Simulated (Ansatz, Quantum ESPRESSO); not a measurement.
**Os [001], hcp: pulling along c**

The c axis is held at a set length while the cell relaxes sideways. How do the lateral strain and the stress follow? The strained cell has c along the load; unstrained it is a = 2.7274 Å, b = 2.7274 Å, c = 4.3126 Å, α = 90.00°, β = 90.00°, γ = 120.00°, with 2 atoms.

Calculated with Ansatz 0.2.0, PBEsol, PAW files of the set soft_1, cutoff 600 eV, Fermi–Dirac smearing 0.05 eV, k-mesh 18×18×10, no spin polarisation, no spin-orbit coupling.

Relaxed positions at 0 %:

```
atom       x       y       z
  Os  0.3333  0.6667  0.7500
  Os  0.6667  0.3333  0.2500
```

| ε_c (%) | a (Å) | c (Å) | ε_a (%) | σ (GPa, tension positive) |
| --- | --- | --- | --- | --- |
| −3 | 2.7498 | 4.1833 | 0.825 | −23.47 |
| −2 | 2.7419 | 4.2264 | 0.535 | −15.22 |
| 0 | 2.7274 | 4.3126 | 0.000 | 0.00 |
| 1 | 2.7211 | 4.3558 | −0.228 | 7.39 |
| 2 | 2.7156 | 4.3989 | −0.433 | 14.59 |
| 3 | 2.7106 | 4.4420 | −0.613 | 21.59 |

**Question.** Fit both responses and give the free strain and the stress at −1 %, a row left out above.

Least squares with y = y0 + y1 ε + y2 ε² (ε in %) gives ε_a = 0.002 + (−0.2404) ε + (0.0117) ε² and σ = 0.04 + (7.491) ε + (−0.106) ε² GPa. The linear terms put the ratio of free to applied strain at −0.240 and the Young modulus at 749 GPa.

At −1 % the free strain comes out as 0.254 %. The run itself gives 0.254 %, so the estimate misses by 0.000 %; the fitted rows themselves lie up to 0.006 % off the law.

The stress comes out as −7.55 GPa. The run itself gives −7.54 GPa, so the estimate misses by 0.01 GPa; the fitted rows themselves lie up to 0.14 GPa off the law.

The negative ε² term means that the crystal stiffens in compression and softens in tension.

The same fit over all rows at other levels or in other programs gives the strain ratio = −0.241 with PBEsol (Quantum ESPRESSO, GBRV).

[Logs are printed without paths, hosts, clocks, repeated set-up lines and the standing remarks that a program may print on its own settings, such as how far it seeks lower states.]
